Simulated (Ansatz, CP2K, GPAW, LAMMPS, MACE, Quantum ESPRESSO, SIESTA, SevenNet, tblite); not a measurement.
# SIESTA runs on amorphous Si0.9Ge0.1 (94 atoms), part 2 of 2

How do the settings of SIESTA change the result for amorphous Si0.9Ge0.1 (94 atoms)? A plane-wave run serves as the yardstick.

Program: SIESTA 5.4.2; the method stands at each step. Banners, paths, timers and routine set-up lines are dropped from the logs unmarked, and long logs keep their key lines alone; longer cuts are marked. The potentials were converted by us to PSML.

So far. Step 3 (PBE, SZP, shift 0.01 Ry, mesh 300 Ry): Against the first run (8.4 %), the force difference from the reference is 35 %, at 0.69 times the CPU time (on 1 against 2 cores), with 891 basis functions against 1267: the smaller basis costs accuracy. Step 4 (PBE, DZP, shift 0.01 Ry, mesh 150 Ry): Against the first run (8.4 %), the force difference from the reference is 8.3 %, at 0.36 times the CPU time: the change moves forces by 1.7 meV/Å r.m.s., so most of the difference comes from elsewhere.

## (5) PBE, DZ, shift 0.01 Ry, mesh 300 Ry

Method: Kohn-Sham DFT, PBE, PseudoDojo 0.4.1 norm-conserving pseudopotentials (converted to PSML), numerical atomic orbitals (DZ), diagonalisation.

input.fdf

```
SystemLabel cell
NumberOfAtoms 94
NumberOfSpecies 2
%block ChemicalSpeciesLabel
  1 14 Si
  2 32 Ge
%endblock ChemicalSpeciesLabel
LatticeConstant 1.0 Ang
%block LatticeVectors
  12.40220 0.00000 0.00000
  0.00000 12.40220 0.00000
  0.00000 0.00000 12.40220
%endblock LatticeVectors
PAO.BasisSize DZ
PAO.EnergyShift 0.01 Ry
XC.Functional GGA
XC.Authors PBE
MeshCutoff 300 Ry
%block kgrid_Monkhorst_Pack
  1 0 0 0.0
  0 1 0 0.0
  0 0 1 0.0
%endblock kgrid_Monkhorst_Pack
SolutionMethod diagon
OccupationFunction FD
ElectronicTemperature 580 K
SCF.Mixer.Method Pulay
SCF.Mixer.Weight 0.05
SCF.Mixer.History 8
SCF.Mix Hamiltonian
MaxSCFIterations 300
SCF.DM.Tolerance 1e-04
SCF.H.Tolerance 1.0e-3 eV
WriteForces T
Write.HirshfeldPop T
Write.VoronoiPop T
Write.DM F
Write.H F
XML.Write F
AtomicCoordinatesFormat Fractional
%block AtomicCoordinatesAndAtomicSpecies
[... 94 atom lines left out: the same atoms as in the first run ...]
%endblock AtomicCoordinatesAndAtomicSpecies
```

On the command line:

```console
$ OMP_NUM_THREADS=1 siesta < input.fdf > output.txt
```

What it wrote:

```text
Version         : 5.4.2
reinit: System Name:
reinit: System Label: cell
initatom: Reading input for the pseudopotentials and atomic orbitals ----------
Species number:   1 Atomic number:   14 Label: Si
Species number:   2 Atomic number:   32 Label: Ge
Ground state valence configuration (from tables):   3s02  3p02  3d00  4f00
[... lines left out ...]
        iscf     Eharris(eV)        E_KS(eV)     FreeEng(eV)     dDmax    Ef(eV) dHmax(eV)
[... lines left out ...]
SCF Convergence by DM+H criterion
[... lines left out ...]
SCF cycle converged after 19 iterations
[... lines left out ...]
   Max    2.635713
[... lines left out ...]
   Max    2.635713    constrained
Stress tensor Voigt[x,y,z,yz,xz,xy] (kbar):      -89.40      -69.65      -71.95      -20.12        7.80      -10.25
[... lines left out ...]
siesta: FreeEng =    -31562.209075
[... lines left out ...]
siesta:         Fermi =      -4.017459
[... lines left out ...]
siesta:           0.04805741          0.04137374  eV/Ang**3
siesta:          76.99645259         66.28803786  kBar
    Orbital volume contribution        =          48.025962 eV
    (Free)E + p_basis*V_orbitals       =      -31514.183114 eV
    (Free)Eharris+ p_basis*V_orbitals  =      -31514.183126 eV
Hirshfeld Atomic Populations:
Atom #   charge [q] valence [e]  Species
     1     0.008645    3.991355  Si
     2    -0.018349    4.018349  Si
     3     0.004106    3.995894  Si
[...]
86     0.034398   13.965602  Ge
    87     0.022015   13.977985  Ge
    88     0.034919   13.965081  Ge
[...]
--------------------
 Total    -0.000016
Voronoi Atomic Populations:
Atom #   charge [q] valence [e]  Species
[...]
84    -0.012486    4.012486  Si
    85     0.003825    3.996175  Si
[...]
93     0.026195   13.973805  Ge
    94     0.016702   13.983298  Ge
--------------------
 Total    -0.000016
```

Run time: 3.1 min. Hardware: 1 thread of Arm Neoverse V2, shared host; peak memory 1.2 GiB.

Against the reference:

| Item | Value |
| --- | --- |
| r.m.s. force component | 0.8735 eV/Å |
| r.m.s. difference of force components | 193.3 meV/Å |
| longest difference of force vectors | 681.8 meV/Å |
| force difference over r.m.s. force | 25.71 % |
| slope of forces against the reference's | 1.142 |
| correlation of force components | 0.9828 |
| pressure | 7.7 GPa |
| pressure difference | 5.91 GPa |

This is a coarse setting, run to see what it loses.

Against the first run (8.4 %), the force difference from the reference is 26 %, at 0.32 times the CPU time (on 1 against 2 cores), with 797 basis functions against 1267: the smaller basis costs accuracy.

## (6) The ladder

Differences are against the plane-wave reference, forces as r.m.s. over components; share is that over the reference's r.m.s. force, slope the least-squares factor from reference forces to these. Total energies of different programs have different zeros and aren't compared.

```csv
run,"Δ force, r.m.s. (meV/Å)",share (%),slope,Δ pressure (GPa),cores,CPU time,memory (GiB)
reference,-,-,-,-,8,83 s,2.2
"SIESTA PBE, DZP, shift 0.01 Ry, mesh 300 Ry",63.3,8.42,1.051,0.565,2,9.9 min,2.4
"SIESTA PBE, SZP, shift 0.01 Ry, mesh 300 Ry (coarse)",262,34.8,1.197,5.15,1,6.9 min,1.8
"SIESTA PBE, DZP, shift 0.01 Ry, mesh 150 Ry (coarse)",62.5,8.31,1.050,0.604,2,3.6 min,1.1
"SIESTA PBE, DZ, shift 0.01 Ry, mesh 300 Ry (coarse)",193,25.7,1.142,5.91,1,3.1 min,1.2
```

Rows marked coarse were listed beforehand as settings not expected to be converged; some can still land near the reference.

CPU time is summed over cores on a shared host, where runs went side by side, so it is rough. Symmetry, cutoffs, thresholds, outputs and thread counts weren't matched or tuned between programs; memory under MPI is the largest rank's times the ranks.

Within one program, basis, potentials and functional, energies share a zero. Each run against its twin at the usual cutoff or grid and solver:

```csv
run,twin,Δ energy (meV/atom),"Δ force, r.m.s. (meV/Å)",CPU time over the twin's
"SIESTA PBE, DZP, shift 0.01 Ry, mesh 150 Ry","DZP, shift 0.01 Ry, mesh 300 Ry",-3.48,1.70,0.36
```

## (7) What came out

```yaml
nearest_in_forces: SIESTA PBE, DZP, shift 0.01 Ry, mesh 150 Ry (coarse), 8.3 %
its_cpu_time: 3.6 min
```

What this shows: The PBE run in local orbitals, coarse settings apart, differs by 8.4 % (SIESTA PBE, DZP, shift 0.01 Ry, mesh 300 Ry); basis, grid and potentials can all enter. Runs with settings chosen to be coarse differ by 8.3 % (SIESTA PBE, DZP, shift 0.01 Ry, mesh 150 Ry) to 35 % (SIESTA PBE, SZP, shift 0.01 Ry, mesh 300 Ry), their programs' other errors included. None of the electronic-structure runs in the table takes under half the reference's CPU time of 83 s; they take 2.3 to 7.2 times as much. SIESTA PBE, SZP, shift 0.01 Ry, mesh 300 Ry stiffens the forces by a factor of 1.20 while following their directions (correlation 0.972); the slopes of the 4 SIESTA runs lie between 1.05 and 1.20. In pressure, SIESTA PBE, DZ, shift 0.01 Ry, mesh 300 Ry misses by +5.9 GPa, at the same functional. The quench rate of 3 K/ps is many orders above laboratory rates, so the cell is likely richer in defects and strain than a real sample. The network of bonds at the start is that of the classical potential that made the cell, and needn't be the one that DFT or experiment would give. The electronic-structure runs sample only Γ, in a cell whose shortest periodic width is 12 Å, which is coarse for a cell with partly filled levels.

[Also dropped from logs without a mark: logging warnings of Python, and SIESTA's first energy breakdown and zero terms.]

[Logs are printed without paths, hosts, clocks, repeated set-up lines and the standing remarks that a program may print on its own settings, such as how far it seeks lower states.]

[Hosts, paths, dates, database ids (printed as entryN), source tags and the programs' standing remarks are cut or masked in the printed files.]
